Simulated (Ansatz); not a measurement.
# Y2CF2 MXene monolayer in a perpendicular field

What dipole does a perpendicular field induce in the Y2CF2 MXene monolayer, and does the gap follow? A positive field points along +c.

Calculated with Ansatz 0.2.0; plane-wave DFT, PBE-D3(BJ), Ansatz PAW (set soft_1); PAW set soft_1.

### 1. Starting point

The cell holds 5 atoms: 2 F, 2 Y and 1 C. Its edges and angles: a = 3.478 Å, b = 3.478 Å, c = 40.805 Å, α = 90.0°, β = 90.0°, γ = 120.0°. Vacuum lies along c.

### 2. Relaxation

The starting cell is a guess, so the in-plane lattice and the atoms are relaxed first, with the slab cut off from its images along the normal.

The input, input.yaml:

```yaml
crystal:
  lattice:
    - [3.47776, 0.0, 0.0]
    - [-1.73888, 3.0118285083, 0.0]
    - [0.0, 0.0, 40.8048287095]
  atoms:
    - { symbol: F, position: [0.3333333333, 0.6666666667, 0.439898918] }
    - { symbol: "Y", position: [0.6666666667, 0.3333333333, 0.4663708565] }
    - { symbol: C, position: [0.0, 0.0, 0.5] }
    - { symbol: "Y", position: [0.3333333333, 0.6666666667, 0.5336291435] }
    - { symbol: F, position: [0.6666666667, 0.3333333333, 0.560101082] }
  periodic: [true, true, false]
kpoints:
  mp_grid: { grid: [12, 12, 1] }
hamiltonian:
  xc: pbe
  dispersion: d3bj
  pseudopotentials: { kind: paw, azcp: { folder: soft_1 } }
scf:
  occupations: { method: fermi_dirac, width: 0.05 }
  convergence: { dr2_threshold: 1.0e-09 }
relax:
  f_tol: 0.004
  max_steps: 90
  cell: {}
output:
  write_potential: true
  write_density: true
  volumetric_format: npy
```

Run with:

```
ansatz run input.yaml --threads 2 --pin off --max-ram 3072MiB --backend cpu --events-out ev --progress --plain --runs-dir out
```

Numbers of over 12 decimals in the logs are rounded to 6 here.

Output:

```text
Warning: relax.cell: scf.convergence.dr2_threshold = 1e-9 eV is looser than the 2.25069178327e-10 eV advised for a relaxation that steers and ends on the stress (1e-10 eV for each atom of the cell: 5, times the square of relax.cell.stress_2d_tol = 0.05 N/m over 14.9 Å (the atoms' height at the walk's start and 5 Å past either face), 3.355e-2 GPa, over a crystal's default 0.05). What an SCF threshold leaves in a stress goes as its square root, and in the free energy as the threshold itself, and one threshold admits the most on a small cell: [figures from the program's tests cut] Set scf.convergence.dr2_threshold to 2.25069178327e-10 eV or tighter. [rest of the remark cut]
Engine: ansatz 0.2.0, aarch64-unknown-linux-gnu
Pseudopotentials: kind: paw
Pseudopotential: F, paw, valence charge 7, recommended cutoff 420 eV (normal), soft_1/F.paw.azcp
Pseudopotential: Y, paw, valence charge 11, recommended cutoff 420 eV (normal), soft_1/Y.paw.azcp
Pseudopotential: C, paw, valence charge 4, recommended cutoff 420 eV (normal), soft_1/C.paw.azcp
Functional definition: PBE
  parameter kappa = 0.804
  parameter beta = 0.066725
  exchange = pbe_x(kappa = kappa, mu = beta*pi^2/3)
  correlation = pbe_c(beta = beta)
Crystal: 5 atoms, lattice volume = 427.407 Å³
Basis set: ecut = 420 eV, 8351 PW (Γ), exchange–correlation on 48×48×576 points (8 copies of the dense FFT grid, shifted against one another)
Bands: 25, of which v1, the nominal top of the filled ones, is band 20 counted from 1 (19 counted from 0)
Symmetry: 12 space group operations
Space group: P-3m1 (ITA 164), of the structure as read, at distance tolerance 7.5e-5 Å
k-points: 19 of 144
Non-local potential: F, projectors of the file, l = 0: 2, l = 1: 2, l = 2: 1
Non-local potential: Y, projectors of the file, l = 0: 3, l = 1: 2, l = 2: 2, l = 3: 1
Non-local potential: C, projectors of the file, l = 0: 2, l = 1: 2, l = 2: 1
PAW form: soft (Blöchl's): semilocal exchange-correlation on the pseudo side does not see the compensation charge
PAW one-centre angular grid: F, 110 points (default); XC on 64 Gauss nodes
PAW one-centre angular grid: Y, 590 points (default); XC on 64 Gauss nodes
PAW one-centre angular grid: C, 110 points (default); XC on 64 Gauss nodes
Initial density: superposition of atomic densities (neutral atoms: chi_scale 0, normalization atom)
Initial wavefunctions: pseudopotential atomic-orbital guess
Functional: x = pbe(κ = 0.804, μ = 0.219515), c = pbe(β = 0.066725)
SCF iter   1: F=—  HF=-9578.097122 eV  |F-HF|=—  |Δ(HF+E_count)|=         —  Δρ=5.36e-2  dr2=2.30e1  ethr=3.10e-3  ⟨swp⟩=11.3  Hψ=3484  notcnv=0
preconditioner: auto → Resta (q_TF=auto, 1.838 Å⁻¹)  ε∞=1.4  [insulator: Δε(μ)=3.851 eV  Ē_g=17.288 eV  σ=0.050 eV  W_gap=1.00  n_scr=22 (ndim 8)  ℏωp=10.8 eV  f_vac=0.788  D(μ)=0.00/eV (n_scr^D=0)  ε∞_Penn≈1.4  vacuum switching on, ρ_ref=2.2e-2 e/Å³]
SCF iter   2: F=—  HF=-9573.990225 eV  |F-HF|=—  |Δ(HF+E_count)|=    4.11e0  Δρ=3.93e-2  dr2=9.91e0  ethr=3.10e-3  ⟨swp⟩=6.9  Hψ=1647  notcnv=0  defer=19
preconditioner: auto → LDOS  [metal: Δε(μ)=0.105 eV  Ē_g=8.295 eV  σ=0.050 eV  W_gap=0.48  n_scr=22 (ndim 8)  ℏωp=8.0 eV  f_vac=0.800  D(μ)=1.31/eV (n_scr^D=8)  β→1.0]
SCF iter   3: F=—  HF=-9572.110103 eV  |F-HF|=—  |Δ(HF+E_count)|=    1.88e0  Δρ=8.75e-3  dr2=3.49e-1  ethr=3.10e-3  ⟨swp⟩=5.0  Hψ=1294  notcnv=0  defer=1
SCF iter   4: F=—  HF=-9572.164528 eV  |F-HF|=—  |Δ(HF+E_count)|=   5.44e-2  Δρ=9.62e-3  dr2=3.98e-1  ethr=8.73e-4  ⟨swp⟩=6.0  Hψ=1376  notcnv=0  defer=17
SCF iter   5: F=—  HF=-9572.070959 eV  |F-HF|=—  |Δ(HF+E_count)|=   9.36e-2  Δρ=1.73e-3  dr2=2.11e-2  ethr=8.73e-4  ⟨swp⟩=3.9  Hψ=1091  notcnv=0  defer=11
SCF iter   6: F=—  HF=-9572.066638 eV  |F-HF|=—  |Δ(HF+E_count)|=   4.32e-3  Δρ=3.10e-4  dr2=3.73e-4  ethr=5.27e-5  ⟨swp⟩=3.9  Hψ=1042  notcnv=0  defer=11
SCF iter   7: F=—  HF=-9572.066794 eV  |F-HF|=—  |Δ(HF+E_count)|=   1.56e-4  Δρ=8.04e-5  dr2=2.02e-5  ethr=9.33e-7  ⟨swp⟩=3.3  Hψ=1039  notcnv=0  defer=10
SCF iter   8: F=—  HF=-9572.066803 eV  |F-HF|=—  |Δ(HF+E_count)|=   9.00e-6  Δρ=1.63e-5  dr2=1.82e-6  ethr=5.04e-8  ⟨swp⟩=3.3  Hψ=1041  notcnv=0  defer=10
SCF iter   9: F=—  HF=-9572.066959 eV  |F-HF|=—  |Δ(HF+E_count)|=   1.56e-4  Δρ=3.85e-6  dr2=5.13e-8  ethr=4.54e-9  ⟨swp⟩=3.2  Hψ=971  notcnv=0  defer=10
SCF iter  10: F=—  HF=-9572.066959 eV  |F-HF|=—  |Δ(HF+E_count)|=   5.37e-8  Δρ=6.18e-7  dr2=1.05e-9  ethr=1.28e-10  ⟨swp⟩=3.3  Hψ=1066  notcnv=0  defer=10
SCF iter  11: F=-9572.066959 eV  HF=-9572.066959 eV  |F-HF|=1.26e-9  |Δ(HF+E_count)|=   2.21e-9  Δρ=1.62e-7  dr2=8.56e-11  ethr=2.50e-12  ⟨swp⟩=11.7  Hψ=3708  notcnv=0
SCF 1 converged in 11 iterations: F = -9572.066959 eV  dr2 = 8.56e-11
  greatest PAW one-centre occupation: 0.993 electrons in one spin orbital (limit 2), on the Y atom at site 3 (counted from 0), in its partial waves of l = 0
relax step   1: F+E_penalty+E_count = -9572.06695898 eV  Δ(F+E_penalty+E_count) = +0.000e0 eV  max|allowed force component| = 9.682e-1 eV/Å  Δτ_max = 0.0000 Å  P = +7.191 N/m  Ω = 427.407 Å³  fix = [c, alpha, beta]  reactions: c +0.000 N/m  (11 SCF iters, accepted)
Crystal: 5 atoms, lattice volume = 444.003 Å³
Basis set: ecut = 420 eV, 8579 PW (Γ), exchange–correlation on 48×48×576 points (8 copies of the dense FFT grid, shifted against one another)
Initial density: handed on by an earlier stage of this run
Initial wavefunctions: those handed on with the density
iter 1 solved again at ethr=1.03e-3 eV; its pass at ethr=3.10e-3 eV (dr2=4.14e-1 eV) is discarded
SCF iter   1: F=—  HF=-9572.354531 eV  |F-HF|=—  |Δ(HF+E_count)|=         —  Δρ=6.29e-3  dr2=4.26e-1  ethr=1.03e-3  ⟨swp⟩=1.8  Hψ=3167  notcnv=0
preconditioner: auto → Resta (q_TF=auto, 1.827 Å⁻¹)  ε∞=1.5  [insulator: Δε(μ)=0.757 eV  Ē_g=14.535 eV  σ=0.050 eV  W_gap=1.00  n_scr=22 (ndim 8)  ℏωp=10.0 eV  f_vac=0.806  D(μ)=0.00/eV (n_scr^D=0)  ε∞_Penn≈1.5  vacuum switching on, ρ_ref=1.5e-2 e/Å³]
SCF iter   2: F=—  HF=-9572.257809 eV  |F-HF|=—  |Δ(HF+E_count)|=   9.67e-2  Δρ=4.56e-3  dr2=1.46e-1  ethr=1.03e-3  ⟨swp⟩=4.9  Hψ=1393  notcnv=0  defer=4
SCF iter   3: F=—  HF=-9572.227807 eV  |F-HF|=—  |Δ(HF+E_count)|=   3.00e-2  Δρ=1.39e-3  dr2=1.33e-2  ethr=3.64e-4  ⟨swp⟩=3.1  Hψ=1000  notcnv=0  defer=12
SCF iter   4: F=—  HF=-9572.224862 eV  |F-HF|=—  |Δ(HF+E_count)|=   2.95e-3  Δρ=4.43e-4  dr2=8.93e-4  ethr=3.32e-5  ⟨swp⟩=3.1  Hψ=947  notcnv=0  defer=12
SCF iter   5: F=—  HF=-9572.224883 eV  |F-HF|=—  |Δ(HF+E_count)|=   2.14e-5  Δρ=1.63e-4  dr2=6.84e-5  ethr=2.23e-6  ⟨swp⟩=3.2  Hψ=921  notcnv=0  defer=12
[...]
SCF iter   3: F=—  HF=-9572.182209 eV  |F-HF|=—  |Δ(HF+E_count)|=   2.33e-4  Δρ=1.22e-3  dr2=8.17e-3  ethr=3.55e-5  ⟨swp⟩=3.6  Hψ=1107  notcnv=0
SCF iter   4: F=—  HF=-9572.181176 eV  |F-HF|=—  |Δ(HF+E_count)|=   1.03e-3  Δρ=3.09e-4  dr2=2.11e-4  ethr=2.04e-5  ⟨swp⟩=2.1  Hψ=871  notcnv=0  defer=5
SCF iter   5: F=—  HF=-9572.181232 eV  |F-HF|=—  |Δ(HF+E_count)|=   5.62e-5  Δρ=2.09e-4  dr2=1.36e-4  ethr=5.28e-7  ⟨swp⟩=3.1  Hψ=987  notcnv=0  defer=5
SCF iter   6: F=—  HF=-9572.181202 eV  |F-HF|=—  |Δ(HF+E_count)|=   2.95e-5  Δρ=2.79e-5  dr2=1.66e-6  ethr=3.39e-7  ⟨swp⟩=2.2  Hψ=745  notcnv=0  defer=5
SCF iter   7: F=—  HF=-9572.181362 eV  |F-HF|=—  |Δ(HF+E_count)|=   1.59e-4  Δρ=8.84e-6  dr2=2.08e-7  ethr=4.15e-9  ⟨swp⟩=3.8  Hψ=1240  notcnv=0  defer=5
SCF iter   8: F=—  HF=-9572.181362 eV  |F-HF|=—  |Δ(HF+E_count)|=   9.45e-8  Δρ=2.23e-6  dr2=1.55e-8  ethr=5.19e-10  ⟨swp⟩=3.1  Hψ=904  notcnv=0  defer=5
SCF iter   9: F=-9572.181362 eV  HF=-9572.181362 eV  |F-HF|=2.18e-11  |Δ(HF+E_count)|=   3.22e-9  Δρ=4.23e-7  dr2=5.50e-10  ethr=2.50e-12  ⟨swp⟩=10.1  Hψ=4366  notcnv=0
SCF 3 converged in 9 iterations: F = -9572.181362 eV  dr2 = 5.50e-10
relax step   3: F+E_penalty+E_count = -9572.18136176 eV  Δ(F+E_penalty+E_count) = +4.371e-2 eV  max|allowed force component| = 9.969e-1 eV/Å  Δτ_max = 0.1228 Å  P = -1.394 N/m  Ω = 456.139 Å³  energy of the carried Pulay correction = -6.246e-3 eV  fix = [c, alpha, beta]  (9 SCF iters, rejected (line search))
[...]
relax step   4: F+E_penalty+E_count = -9572.24800904 eV  Δ(F+E_penalty+E_count) = -2.294e-2 eV  max|allowed force component| = 1.668e-2 eV/Å  Δτ_max = 0.0573 Å  P = -0.143 N/m  Ω = 446.141 Å³  energy of the carried Pulay correction = -4.119e-3 eV  fix = [c, alpha, beta]  reactions: c -0.000 N/m  (9 SCF iters, accepted)
[...]
relax step   5: F+E_penalty+E_count = -9572.24816792 eV  Δ(F+E_penalty+E_count) = -1.589e-4 eV  max|allowed force component| = 1.108e-3 eV/Å  Δτ_max = 0.0028 Å  P = -0.018 N/m  Ω = 445.813 Å³  energy of the carried Pulay correction = -4.048e-3 eV  fix = [c, alpha, beta]  reactions: c -0.000 N/m  (7 SCF iters, accepted)
[...]
relax step   6: F+E_penalty+E_count = -9572.25398590 eV  Δ(F+E_penalty+E_count) = -5.818e-3 eV  max|allowed force component| = 1.485e-3 eV/Å  Δτ_max = 0.0000 Å  P = +0.117 N/m  Ω = 445.813 Å³  fix = [c, alpha, beta]  reactions: c +0.000 N/m  stress off target by 1.17e-1 N/m on what of the cell is left free  SCF on the basis re-selected at this cell (its energy is not comparable with the rows above)  (6 SCF iters)
[...]
relax step   7: F+E_penalty+E_count = -9572.25390471 eV  Δ(F+E_penalty+E_count) = +8.119e-5 eV  max|allowed force component| = 5.230e-3 eV/Å  Δτ_max = 0.0015 Å  P = -0.005 N/m  Ω = 446.403 Å³  energy of the carried Pulay correction = -1.291e-4 eV  fix = [c, alpha, beta]  reactions: c -0.000 N/m  (7 SCF iters, accepted)
[...]
relax step   8: F+E_penalty+E_count = -9572.25391460 eV  Δ(F+E_penalty+E_count) = -9.899e-6 eV  max|allowed force component| = 1.194e-3 eV/Å  Δτ_max = 0.0004 Å  P = -0.000 N/m  Ω = 446.365 Å³  energy of the carried Pulay correction = -1.206e-4 eV  fix = [c, alpha, beta]  reactions: c -0.000 N/m  (6 SCF iters, accepted)
iter 1 solved again at ethr=4.13e-8 eV; its pass at ethr=3.10e-3 eV (dr2=1.65e-5 eV) is discarded
SCF iter   1: F=—  HF=-9572.253886 eV  |F-HF|=—  |Δ(HF+E_count)|=         —  Δρ=3.71e-6  dr2=8.68e-9  ethr=4.13e-8  ⟨swp⟩=7.5  Hψ=5638  notcnv=0
SCF iter   2: F=—  HF=-9572.254022 eV  |F-HF|=—  |Δ(HF+E_count)|=   1.36e-4  Δρ=1.77e-6  dr2=5.76e-9  ethr=2.17e-11  ⟨swp⟩=4.5  Hψ=1487  notcnv=0
SCF iter   3: F=-9572.254030 eV  HF=-9572.254025 eV  |F-HF|=4.15e-6  |Δ(HF+E_count)|=   3.43e-6  Δρ=1.03e-6  dr2=4.78e-10  ethr=2.50e-12  ⟨swp⟩=15.8  Hψ=4627  notcnv=0
SCF 9 converged in 3 iterations: F = -9572.254030 eV  dr2 = 4.78e-10
relax step   9: F+E_penalty+E_count = -9572.25402963 eV  Δ(F+E_penalty+E_count) = -1.150e-4 eV  max|allowed force component| = 1.188e-3 eV/Å  Δτ_max = 0.0000 Å  P = +0.001 N/m  Ω = 446.365 Å³  fix = [c, alpha, beta]  reactions: c +0.000 N/m  stress off target by 9.30e-4 N/m on what of the cell is left free  SCF on the basis re-selected at this cell (its energy is not comparable with the rows above)  (3 SCF iters)
basis re-selected at this cell: Δ(F+E_penalty+E_count) = -1.150e-4 eV, ΔP = +0.001 N/m vs the last step (what re-selecting the basis moved, of the pressure what is left beyond the Pulay correction that the steps carried, after the strain that the cell walked since its last selection, with what the two solves' SCF thresholds leave and, on support functions, any second-order correction that the steps lacked; it is no m [...]
WARN: The output density's exchange-correlation potential varies sharply where the density is thin. Do not read a vacuum level from v_tot or v_xc, or from such a field of the output density. On a cell that repeats whose density bears no net charge and no dipole along the vacuum's axis use v_es (v_loc + v_h of the components); under efield.dipole_correction with no amplitude use v_es + v_field, which holds any externa [...]
SCF converged after 3 iterations
Free energy (F): -9572.254030 eV
Harris-Foulkes:  -9572.254025 eV  (|F-HF|=4.15e-6)
Internal energy: -9572.254028 eV  (E = F + TS)
E sigma→0 (E₀):  -9572.254029 eV
Entropy (-TS):   -0.000002 eV (-0.000 meV/atom)
Fermi energy:    -3.714762 eV
--- Per-component energies (eV) ---
  E_band       = -781.735606
  E_kinetic    = 1116.441840
  E_local      = -108772.421163  (includes V_loc(G=0)·N_el)
  E_nonlocal   = 249.132640
  E_hartree    = 53762.329556
  E_xc         = -562.348359
  E_vxc        = -671.709891  (∫ρ·V_xc dr)
  E_paw        = -6139.948927  (= ΣΔE_a)
  E_vpaw       = -227.839152  (= ΣTr[D̂ρ^β])
  E_aug_tail   = 0.001473  (compensation charges beyond the density's cutoff)
  E_ewald      = 50775.321085
  E_disp       = -0.762173  (pairwise vdW)
  E_smearing   = -0.000002  (= −TS)
  E_closure    = 0.000000  (closes the sum)
  Σ components = -9572.254030   (vs F -9572.254030, Δ=0.00e0)
--- Forces (eV/Å), atoms counted from 1 ---
  atom   1  F     -0.00000000    -0.00000000     0.00063489
  atom   2  Y      0.00000000    -0.00000000    -0.00118845
  atom   3  C      0.00000000     0.00000000     0.00000000
  atom   4  Y      0.00000000     0.00000000     0.00118845
  atom   5  F     -0.00000000     0.00000000    -0.00063489
  max |Σ_I F_I| component: 6.94e-18 eV/Å
--- 2D stress c σ (N/m, compression-positive) ---
        0.000930      -0.000000      -0.000000
       -0.000000       0.000930      -0.000000
       -0.000000      -0.000000       0.000000
  P = ½ c Tr σ = 0.0009 N/m
--- Band table (eV; the first three rows and the last of 19) ---
  k-point 0: bands = [... 16 lower, -9.8812, -5.7936, -4.2927, -4.2927, -1.4508, -1.2836, -1.1131, -1.1131, ... 1 higher]
  k-point 1: bands = [... 16 lower, -9.8314, -5.7064, -4.5095, -4.3187, -1.4614, -1.3038, -1.1267, -0.9785, ... 1 higher]
  k-point 2: bands = [... 16 lower, -9.7881, -5.5011, -4.9575, -4.3752, -1.9014, -1.1531, -0.8667, -0.6897, ... 1 higher]
  k-point 18: bands = [... 16 lower, -9.8116, -5.5278, -5.5278, -4.9131, -1.2784, -0.2966, -0.2966, 0.3798, ... 1 higher]
  the weakly bound empty levels are not read free of the cell's end (no_gap_told)
--- Relaxed structure (7 steps of the walk, 6 accepted, 2 SCFs on fresh bases) ---
  F+E_penalty+E_count = -9572.25402963 eV   max|allowed force component| = 1.188e-3 eV/Å   (the final SCF, on the basis selected at the relaxed cell)
  cell:  # Å, volume = 446.3648 Å³
    - [3.554053, 0.0, 0]
    - [-1.777026, 3.077900, 0]
    - [0, 0, 40.8048287095]
  atoms:
    - { symbol: F, position: [0.333333, 0.666667, 0.437583] }
    - { symbol: Y, position: [0.666667, 0.333333, 0.466403] }
    - { symbol: C, position: [0, 0, 0.500000] }
    - { symbol: Y, position: [0.333333, 0.666667, 0.533597] }
    - { symbol: F, position: [0.666667, 0.333333, 0.562417] }
```

Run time: 71 s. Hardware: 2 threads of Arm Neoverse V1, shared host; peak memory 0.7 GiB; 2.3 min of CPU time.

Relaxation path:

| step | energy less that of the first step (eV) | largest force component (eV/Å) | volume (Å³) |
| --- | --- | --- | --- |
| 1 | 0.0000 | 0.9682 | 427.41 |
| 2 | -0.1581 | 0.4157 | 444.00 |
| 3 | -0.1144 | 0.9969 | 456.14 |
| 4 | -0.1811 | 0.0167 | 446.14 |
| 5 | -0.1812 | 0.0011 | 445.81 |
| 6* | -0.1870 | 0.0015 | 445.81 |
| 7 | -0.1869 | 0.0052 | 446.40 |
| 8 | -0.1870 | 0.0012 | 446.36 |
| 9* | -0.1871 | 0.0012 | 446.36 |

Relaxation steps marked * repeat the geometry before them on a plane-wave basis chosen anew for their cell, so energy and pressure can jump there. Relaxation step 3 was tried and not accepted.

Forces are held to the 12 operations that the run works with; a distortion that breaks them can't arise in this run.

| cell as run | before | after | change |
| --- | --- | --- | --- |
| a (Å) | 3.478 | 3.554 | +2.2 % |
| b (Å) | 3.478 | 3.554 | +2.2 % |

The atoms that moved most (Å, along periodic axes as changes of fractional coordinates times the final cell, across vacuum about the mean position):

| atom | dx | dy | dz | length |
| --- | --- | --- | --- | --- |
| F1 | 0.000 | 0.000 | -0.095 | 0.095 |
| F5 | 0.000 | 0.000 | 0.095 | 0.095 |

The relaxed structure:

```xyz
5
Lattice="3.5541 0.0000 0.0000 -1.7770 3.0779 0.0000 0.0000 0.0000 40.8048" Properties=species:S:1:pos:R:3
F     0.0000    2.0519   17.8555
Y     1.7770    1.0260   19.0315
C     0.0000    0.0000   20.4024
Y     0.0000    2.0519   21.7733
F     1.7770    1.0260   22.9493
```

The lattice constant a goes from 3.478 to 3.554 Å.

(Continued in part 2 of 2.)

[Logs are printed without paths, hosts, clocks, repeated set-up lines and the standing remarks that a program may print on its own settings, such as how far it seeks lower states.]

[Hosts, paths, dates, database ids (printed as entryN), source tags and the programs' standing remarks are cut or masked in the printed files.]

[Maps of the electrostatic potential energy from Ansatz leave out the sawtooth potential of an applied field or a dipole correction, so their vacuum need not be flat; planar profiles and work functions include it.]
